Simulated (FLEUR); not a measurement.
# Collinear magnetic orders of MnO (Manganosite) with FLEUR, part 3 of 3

A self-consistent run ends on one state, which hangs on the start. Several orders of MnO (Manganosite) are started in FLEUR and their energies compared.

FLEUR MaX-R8.1; LDA (VWN) with U = 4.9 eV, J = 0.9 eV on Mn d; all-electron FLAPW, Dirac cores, scalar-relativistic bands.

So far, largest spin moment in the muffin-tin sphere (μB): step 2 (order 1, typed as ferro +) 4.70; step 3 (run 2 (antiferro q=(0,1/2,1/2) +-)) 4.68; step 4 (order 3, typed as antiferro q=(0,0,1/2) +-) 4.62.

## 5. Another try

A slip in the input shows what the program catches and what it lets pass.

Contents of inp.xml:

```
<?xml version="1.0" encoding="UTF-8" standalone="no"?>
<fleurInput fleurInputVersion="0.39">
   <comment>
      MnO
   </comment>
   <calculationSetup>
      <cutoffs Kmax="4.05" Gmax="12.1" GmaxXC="12.1" numbands="0"/>
      <scfLoop itmax="50" minDistance="0.0001" maxIterBroyd="15" imix="straight" alpha="0.6" precondParam="0.0" spinf="2.0" sdNocoIR="T"/>
      <coreElectrons ctail="T" frcor="F" kcrel="0" coretail_lmax="0"/>
      <xcFunctional name="vwn" relativisticCorrections="F"/>
      <magnetism jspins="2"/>
      <soc l_soc="F" theta="0.0" phi="0.0" spav="F"/>
      <expertModes spex="0" secvar="F"/>
      <geometryOptimization l_f="F" forcealpha="1.0" forcemix="BFGS" epsdisp="0.00001" epsforce="0.00001"/>
      <ldaU l_linMix="F" mixParam="0.05" spinf="1.0"/>
   </calculationSetup>
   <cell>
      <bzIntegration valenceElectrons="21.0" mode="hist" fermiSmearingEnergy="0.00110248">
         <kPointListSelection listName="default-1"/>
         <xi:include xmlns:xi="http://www.w3.org/2001/XInclude" href="kpts.xml"> </xi:include>
      </bzIntegration>
      <xi:include xmlns:xi="http://www.w3.org/2001/XInclude" href="sym.xml"> </xi:include>
      <bulkLattice scale="1.0">
         <bravaisMatrix>
            <row-1>    0.0000000000000000     4.2008611749857998     4.2008611749857998</row-1>
            <row-2>    4.2008611749857998     0.0000000000000000     4.2008611749857998</row-2>
            <row-3>    4.2008611749857998     4.2008611749857998     0.0000000000000000</row-3>
         </bravaisMatrix>
      </bulkLattice>
   </cell>
   <atomSpecies>
      <species name="Manganese 4.500" element="Mn" atomicNumber="25">
         <mtSphere radius="2.62" gridPoints="867" logIncrement="0.014"/>
         <atomicCutoffs lmax="10" lnonsphr="8"/>
         <electronConfig flipSpins="F">
            <coreConfig>(1s1/2) (2s1/2) (2p1/2) (2p3/2)</coreConfig>
            <valenceConfig>(3s1/2) (3p1/2) (3p3/2) (4s1/2) (3d3/2) (3d5/2)</valenceConfig>
            <stateOccupation state="(3d3/2)" spinUp="1.75" spinDown="0.25"/>
            <stateOccupation state="(3d5/2)" spinUp="3.0" spinDown="0.0"/>
         </electronConfig>
         <energyParameters s="4" p="4" d="3" f="4"/>
         <ldaU l="2" U="4.9" J="0.9" l_amf="F"/>
         <lo type="SCLO" l="0" n="3" eDeriv="0"/>
         <lo type="SCLO" l="1" n="3" eDeriv="0"/>
      </species>
      <species name="Oxygen (O)" element="O" atomicNumber="8">
         <mtSphere radius="1.48" gridPoints="489" logIncrement="0.022"/>
         <atomicCutoffs lmax="6" lnonsphr="4"/>
         <electronConfig flipSpins="F">
            <coreConfig>(1s1/2)</coreConfig>
            <valenceConfig>(2s1/2) (2p1/2) (2p3/2)</valenceConfig>
            <stateOccupation state="(2p1/2)" spinUp="0.666667" spinDown="0.666667"/>
            <stateOccupation state="(2p3/2)" spinUp="1.333333" spinDown="1.333333"/>
         </electronConfig>
         <energyParameters s="2" p="2" d="3" f="4"/>
      </species>
   </atomSpecies>
   <atomGroups>
      <atomGroup species="Manganese 4.500">
         <relPos label="                   1">.0000000000 .0000000000 .0000000000</relPos>
         <force calculate="T" relaxXYZ="TTT"/>
      </atomGroup>
      <atomGroup species="Oxygen (O)">
         <relPos label="                   2">1.000/2.000 1.000/2.000 1.000/2.000</relPos>
         <force calculate="T" relaxXYZ="TTT"/>
      </atomGroup>
   </atomGroups>
   <output dos="F" band="F" slice="F">
      <bandDOS minEnergy="-.5*Htr" maxEnergy="0.5*Htr" sigma="0.015" storeEVData="T"/>
      <plotting iplot="0" polar="F">
         <plot TwoD="T" vec1="  1.0  0.0  0.0" vec2="  0.0  1.0  0.0" vec3="  0.0  0.0  1.0" zero="  0.0  0.0  0.0" file="plot"/>
      </plotting>
      <moessbauerParams electricFieldGradient="F" isomerShift="F" coreHyperfine="F" valenceHyperfine="F"/>
   </output>
</fleurInput>
```

Contents of crystal.txt:

```
MnO
&input film=F cartesian=F /
0.00000000000  2.22300000000  2.22300000000
2.22300000000  0.00000000000  2.22300000000
2.22300000000  2.22300000000  0.00000000000
1.8897261246
1.0 1.0 1.0

2
25 0.00000000000  0.00000000000  0.00000000000 : 4.500
8 0.50000000000  0.50000000000  0.50000000000

&kpt div1=8 div2=8 div3=8 gamma=T /
```

The run is started by

```bash
$ OMP_NUM_THREADS=1 inpgen -f crystal.txt > inpgen.log  # inp.xml is then edited as shown
$ OMP_NUM_THREADS=1 mpirun -n 4 fleur_MPI > fleur.log
```

Output:

```text
[banner, memory and clock lines left out]
Welcome to FLEUR        (www.flapw.de)
      MaX-Release 8.1          (www.max-centre.eu)

 ========== k-point set info ==========
 Selected k-point list: default-1
 k-point list type: mesh
 0 x 0 x 0
 Number of k points: 32

 [... set-up left out ...]
 no density matrix found ... skipping LDA+U
 Reset of history
 Iteration:     1   Distance:      20.33020642 me/bohr^3
 Iteration:     2   Distance:      56.55247757 me/bohr^3
 Invalid elements in DFT+U matrix after mixing:
 Reset of history
 Iteration:     3   Distance:     147.12378575 me/bohr^3
 Invalid elements in DFT+U matrix after mixing:
 Reset of history
 Iteration:     4   Distance:     367.46580694 me/bohr^3
 Iteration:     5   Distance:     627.77271422 me/bohr^3
 Iteration:     6   Distance:     823.10607553 me/bohr^3
 Iteration:     7   Distance:     843.78849673 me/bohr^3
 Iteration:     8   Distance:     853.79005644 me/bohr^3
[... lines left out ...]
[... 18 iterations left out ...]
[... lines left out ...]
 Iteration:    33   Distance:     853.38774492 me/bohr^3
 Iteration:    34   Distance:     853.35460888 me/bohr^3
 Iteration:    35   Distance:     853.41191415 me/bohr^3
 Iteration:    36   Distance:     853.39281652 me/bohr^3
 Iteration:    37   Distance:     853.42849209 me/bohr^3
 Iteration:    38   Distance:     853.41966284 me/bohr^3
************FLEUR-Warning*****************
Error message: Too low eigenvalue detected
Error occurred in subroutine: fermi
Hint: If the lowest eigenvalue is more than 1Htr below the lowest energy parameter, you probably have picked up a ghoststate
Error from PE:0/4
*****************************************
Warnings not ignored. To make the warning nonfatal create a file 'JUDFT_WARN_ONLY' in the working directory or start FLEUR with the -warn_only command line option.
Memory (rank 0): 0.051 GB (peak 0.058 GB)

--- out.xml (last complete iteration) ---
<iteration numberForCurrentRun="   38" overallNumber="   38">
         [... left out ...]
         <bandgap value="0.0000000000" units="eV"/>
         <sumValenceSingleParticleEnergies value="-112.2564123068" units="Htr"/>
         <FermiEnergy value="-0.6119834978" units="Htr"/>
         [... left out ...]
         <magneticMomentsInMTSpheres units="muBohr">
            <globalMagMoment atomType="1" vec="0.00000   0.00000   0.97787"/>
            <globalMagMoment atomType="2" vec="0.00000   0.00000   0.00075"/>
         </magneticMomentsInMTSpheres>
         [... left out ...]
         <totalEnergy value="    -1323.2210262671" units="Htr">
            <sumOfEigenvalues value="     -887.8117886360">
               <coreElectrons value="-775.5553763292"/>
               <valenceElectrons value="-112.2564123068"/>
            </sumOfEigenvalues>
         [... left out ...]
            <freeEnergy value="-1323.2213125037"/>
            <extrapolationTo0K value="-1323.2211693854"/>
         </totalEnergy>
         [... left out ...]
         <ldaUDensityMatrixConvergence>
            <distance spin="1" distance="3.978362"/>
            <distance spin="2" distance="4.092865"/>
         </ldaUDensityMatrixConvergence>
         <densityConvergence units="me/bohr^3">
            <chargeDensity spin="1" distance="431.7610013645"/>
            <chargeDensity spin="2" distance="421.8922768574"/>
            <overallChargeDensity distance="853.4196628359"/>
            <spinDensity distance="22.2753277740"/>
         </densityConvergence>
      </iteration>
```

Run time: 18 s. Hardware: 4 MPI ranks of Intel Xeon Platinum 8488C (Sapphire Rapids), shared host; peak memory 0.23 GiB.

The run ended with an error.

The program's message: “Too low eigenvalue detected”

The fault in the input: linear mixing far too strong.

After 38 cycles the density distance stands at 853 me/bohr³, far over its least value of 20: the cycles have run away.

Taking so much of each new density makes the cycles overshoot; a small alpha with Anderson mixing is the cure.

## 6. The states side by side

Free energies are divided by the number of seeded atoms, so that cells of unlike size compare. Wavevectors q in the names are fractions of the primitive cell's reciprocal vectors.

Orders:

```
                     start        final state  typed order kept  energy over the lowest (meV a seeded atom)  largest sphere moment (μB)  net moment (μB a primitive cell)  mesh matched  CPU time (s)
                   ferro +      ferromagnetic               yes                                        64.5                       4.704                                 5           yes         30.71
antiferro q=(0,1/2,1/2) +-  antiferromagnetic               yes                                       27.43                       4.678                                 0           yes         184.4
  antiferro q=(0,0,1/2) +-  antiferromagnetic               yes                                           0                       4.622                                 0           yes         155.6
```

## 7. Spin–orbit coupling, moments along [001]

Spin–orbit coupling ties the spins to the lattice and lets orbital moments form.

A new self-consistent run of the start antiferro q=(0,0,1/2) +-, with the moments along z.

Contents of inp.xml:

```
<?xml version="1.0" encoding="UTF-8" standalone="no"?>
<fleurInput fleurInputVersion="0.39">
   <comment>
      MnO
   </comment>
   <calculationSetup>
      <cutoffs Kmax="4.05" Gmax="12.1" GmaxXC="12.1" numbands="122"/>
      <scfLoop itmax="130" minDistance="0.0001" maxIterBroyd="15" imix="Anderson" alpha="0.05" precondParam="0.0" spinf="2.0" sdNocoIR="T"/>
      <coreElectrons ctail="T" frcor="F" kcrel="0" coretail_lmax="0"/>
      <xcFunctional name="vwn" relativisticCorrections="F"/>
      <magnetism jspins="2"/>
      <soc l_soc="T" theta="0.0" phi="0.0" spav="F"/>
      <expertModes spex="0" secvar="F"/>
      <geometryOptimization l_f="F" forcealpha="1.0" forcemix="BFGS" epsdisp="0.00001" epsforce="0.00001"/>
      <ldaU l_linMix="F" mixParam="0.05" spinf="1.0"/>
   </calculationSetup>
   <cell>
      <bzIntegration valenceElectrons="42.0" mode="hist" fermiSmearingEnergy="0.00110248">
         <kPointListSelection listName="default-1"/>
         <xi:include xmlns:xi="http://www.w3.org/2001/XInclude" href="kpts.xml"> </xi:include>
      </bzIntegration>
      <xi:include xmlns:xi="http://www.w3.org/2001/XInclude" href="sym.xml"> </xi:include>
      <bulkLattice scale="1.0">
         <bravaisMatrix>
            <row-1>    0.0000000000000000     4.2008611749857998     4.2008611749857998</row-1>
            <row-2>    4.2008611749857998     0.0000000000000000     4.2008611749857998</row-2>
            <row-3>    8.4017223499715996     8.4017223499715996     0.0000000000000000</row-3>
         </bravaisMatrix>
      </bulkLattice>
   </cell>
   <atomSpecies>
      <species name="Manganese 4.500" element="Mn" atomicNumber="25">
         <mtSphere radius="2.62" gridPoints="867" logIncrement="0.014"/>
         <atomicCutoffs lmax="10" lnonsphr="8"/>
         <electronConfig flipSpins="F">
            <coreConfig>(1s1/2) (2s1/2) (2p1/2) (2p3/2)</coreConfig>
            <valenceConfig>(3s1/2) (3p1/2) (3p3/2) (4s1/2) (3d3/2) (3d5/2)</valenceConfig>
            <stateOccupation state="(3d3/2)" spinUp="1.75" spinDown="0.25"/>
            <stateOccupation state="(3d5/2)" spinUp="3.0" spinDown="0.0"/>
         </electronConfig>
         <energyParameters s="4" p="4" d="3" f="4"/>
         <ldaU l="2" U="4.9" J="0.9" l_amf="F"/>
         <lo type="SCLO" l="0" n="3" eDeriv="0"/>
         <lo type="SCLO" l="1" n="3" eDeriv="0"/>
      </species>
      <species name="Manganese -4.500" element="Mn" atomicNumber="25">
         <mtSphere radius="2.62" gridPoints="867" logIncrement="0.014"/>
         <atomicCutoffs lmax="10" lnonsphr="8"/>
         <electronConfig flipSpins="F">
            <coreConfig>(1s1/2) (2s1/2) (2p1/2) (2p3/2)</coreConfig>
            <valenceConfig>(3s1/2) (3p1/2) (3p3/2) (4s1/2) (3d3/2) (3d5/2)</valenceConfig>
            <stateOccupation state="(3d3/2)" spinUp="0.25" spinDown="1.75"/>
            <stateOccupation state="(3d5/2)" spinUp="0.0" spinDown="3.0"/>
         </electronConfig>
         <energyParameters s="4" p="4" d="3" f="4"/>
         <ldaU l="2" U="4.9" J="0.9" l_amf="F"/>
         <lo type="SCLO" l="0" n="3" eDeriv="0"/>
         <lo type="SCLO" l="1" n="3" eDeriv="0"/>
      </species>
      <species name="Oxygen (O)" element="O" atomicNumber="8">
         <mtSphere radius="1.48" gridPoints="489" logIncrement="0.022"/>
         <atomicCutoffs lmax="6" lnonsphr="4"/>
         <electronConfig flipSpins="F">
            <coreConfig>(1s1/2)</coreConfig>
            <valenceConfig>(2s1/2) (2p1/2) (2p3/2)</valenceConfig>
            <stateOccupation state="(2p1/2)" spinUp="0.666667" spinDown="0.666667"/>
            <stateOccupation state="(2p3/2)" spinUp="1.333333" spinDown="1.333333"/>
         </electronConfig>
         <energyParameters s="2" p="2" d="3" f="4"/>
      </species>
   </atomSpecies>
   <atomGroups>
      <atomGroup species="Manganese 4.500">
         <relPos label="                   1">.0000000000 .0000000000 .0000000000</relPos>
         <force calculate="T" relaxXYZ="TTT"/>
      </atomGroup>
      <atomGroup species="Manganese -4.500">
         <relPos label="                   2">.0000000000 .0000000000 1.000/2.000</relPos>
         <force calculate="T" relaxXYZ="TTT"/>
      </atomGroup>
      <atomGroup species="Oxygen (O)">
         <relPos label="                   3">1.000/2.000 1.000/2.000 1.000/4.000</relPos>
         <relPos label="                   4">1.000/2.000 1.000/2.000 -1.000/4.000</relPos>
         <force calculate="T" relaxXYZ="TTT"/>
      </atomGroup>
   </atomGroups>
   <output dos="F" band="F" slice="F">
      <bandDOS minEnergy="-.5*Htr" maxEnergy="0.5*Htr" sigma="0.015" storeEVData="T"/>
      <plotting iplot="0" polar="F">
         <plot TwoD="T" vec1="  1.0  0.0  0.0" vec2="  0.0  1.0  0.0" vec3="  0.0  0.0  1.0" zero="  0.0  0.0  0.0" file="plot"/>
      </plotting>
      <moessbauerParams electricFieldGradient="F" isomerShift="F" coreHyperfine="F" valenceHyperfine="F"/>
   </output>
</fleurInput>
```

Contents of crystal.txt:

```
MnO
&input film=F cartesian=F /
0.00000000000  2.22300000000  2.22300000000
2.22300000000  0.00000000000  2.22300000000
4.44600000000  4.44600000000  0.00000000000
1.8897261246
1.0 1.0 1.0

4
25 0.00000000000  0.00000000000  0.00000000000 : 4.500
25 0.00000000000  0.00000000000  0.50000000000 : -4.500
8 0.50000000000  0.50000000000  0.25000000000
8 0.50000000000  0.50000000000  0.75000000000

&soc 0.0000000 0.0000000 /
&kpt div1=8 div2=8 div3=4 gamma=T /
```

Output:

```text
[banner, memory and clock lines left out]
Welcome to FLEUR        (www.flapw.de)
      MaX-Release 8.1          (www.max-centre.eu)

 ========== k-point set info ==========
 Selected k-point list: default-1
 k-point list type: mesh
 8 x 8 x 4
 Number of k points: 132

 [... set-up left out ...]
 no density matrix found ... skipping LDA+U
 Complex matrix made real
 Complex matrix made real
 Reset of history
 Iteration:     1   Distance:      20.52500641 me/bohr^3
 Iteration:     2   Distance:      18.43849384 me/bohr^3
 Iteration:     3   Distance:      15.80975969 me/bohr^3
 Iteration:     4   Distance:       8.31015075 me/bohr^3
 Iteration:     5   Distance:       6.76958792 me/bohr^3
 Iteration:     6   Distance:       2.83476034 me/bohr^3
 Iteration:     7   Distance:       0.71601874 me/bohr^3
 Iteration:     8   Distance:       0.47188817 me/bohr^3
 Iteration:     9   Distance:       0.03773851 me/bohr^3
 Iteration:    10   Distance:       0.03291981 me/bohr^3
 Iteration:    11   Distance:       0.00629861 me/bohr^3
 Iteration:    12   Distance:       0.01202691 me/bohr^3
 Iteration:    13   Distance:       0.00050409 me/bohr^3
 Iteration:    14   Distance:       0.00070871 me/bohr^3
 Iteration:    15   Distance:       0.00006805 me/bohr^3

 ********************************************************************
 Run finished successfully
 Stop message:
   all done
 ********************************************************************

--- out.xml (last complete iteration) ---
<iteration numberForCurrentRun="   15" overallNumber="   15">
         [... left out ...]
         <bandgap value="1.7665097232" units="eV"/>
         <sumValenceSingleParticleEnergies value="-25.9943214094" units="Htr"/>
         <FermiEnergy value="0.2526210208" units="Htr"/>
         [... left out ...]
         <magneticMomentsInMTSpheres units="muBohr">
            <globalMagMoment atomType="1" vec="0.00000   0.00000   4.62171"/>
            <globalMagMoment atomType="2" vec="0.00000   0.00000  -4.62171"/>
            <globalMagMoment atomType="3" vec="0.00000   0.00000   0.00000"/>
         </magneticMomentsInMTSpheres>
         <orbitalMomentsInMTSpheres units="muBohr">
            <globalMagMoment atomType="1" vec="-0.00003  -0.00003   0.00020"/>
            <globalMagMoment atomType="2" vec="0.00003   0.00003  -0.00020"/>
            <globalMagMoment atomType="3" vec="0.00000   0.00000   0.00000"/>
         </orbitalMomentsInMTSpheres>
         [... left out ...]
         <totalEnergy value="    -2462.6422207921" units="Htr">
            <sumOfEigenvalues value="    -1416.6078826681">
               <coreElectrons value="-1390.6135612587"/>
               <valenceElectrons value="-25.9943214094"/>
            </sumOfEigenvalues>
         [... left out ...]
            <freeEnergy value="-2462.6422207921"/>
            <extrapolationTo0K value="-2462.6422207921"/>
         </totalEnergy>
         [... left out ...]
         <ldaUDensityMatrixConvergence>
            <distance spin="1" distance="0.000002"/>
            <distance spin="2" distance="0.000002"/>
         </ldaUDensityMatrixConvergence>
         <densityConvergence units="me/bohr^3">
            <chargeDensity spin="1" distance="0.0000439974"/>
            <chargeDensity spin="2" distance="0.0000439437"/>
            <overallChargeDensity distance="0.0000680492"/>
            <spinDensity distance="0.0000557040"/>
         </densityConvergence>
      </iteration>
```

Elapsed: 3.7 min, on 4 MPI ranks; peak memory 0.84 GiB; 15 min of CPU time.

Spin moment in the muffin-tin sphere by atom:

```
atom  spin moment in the muffin-tin sphere (μB)
 Mn1                                       4.62
 Mn2                                      -4.62
  O3                                       0.00
  O4                                       0.00
```

Read from the output:

```yaml
free_energy: -67011.9087 eV
program_s_band_gap_on_this_mesh_in_a_metal_only_a_level_spacing: 1.767 eV
magnetization: 0 μB
final_state: antiferromagnetic
orbital_moment_along_the_spin: 0 μB
```

Orbital moment in the sphere, along the spin axis by atom:

```
atom  orbital moment in the sphere, along the spin axis (μB)
 Mn1                                                  0.0002
 Mn2                                                 -0.0002
  O3                                                  0.0000
  O4                                                  0.0000
```

## 8. Outcome

| Item | Value |
| --- | --- |
| lowest state found | antiferromagnetic (typed antiferro q=(0,0,1/2) +-) |
| largest site spin moment | 4.62 μB |
| next finished state | antiferromagnetic, 27.4 meV a seeded atom higher |
| orbital moment on the atom of largest spin, along its spin (spin–orbit run) | 2.0e-4 μB |

The lowest state found is antiferromagnetic, reached from the start antiferro q=(0,0,1/2) +-, with moments up to 4.62 μB. The next finished state costs 27 meV a seeded atom. The shell is near half filling, where Hund's rules give no orbital moment. Only 3 starts were tried; other patterns of signs, canted and longer-period orders were not. Under a U the differences between the orders can hold more than exchange, though the occupations look alike: the program's gaps run from 0.29 to 1.77 eV.

[Logs and program files are shortened in this print: banners, set-up blocks, solver, clock and traceback lines can be left out without a mark of their own.]

[Logs are printed without paths, hosts, clocks, repeated set-up lines and the standing remarks that a program may print on its own settings, such as how far it seeks lower states.]

[Hosts, paths, dates, database ids (printed as entryN), source tags and the programs' standing remarks are cut or masked in the printed files.]

[Where a cell is said to come from a database of computed structures, the database is the Materials Project.]
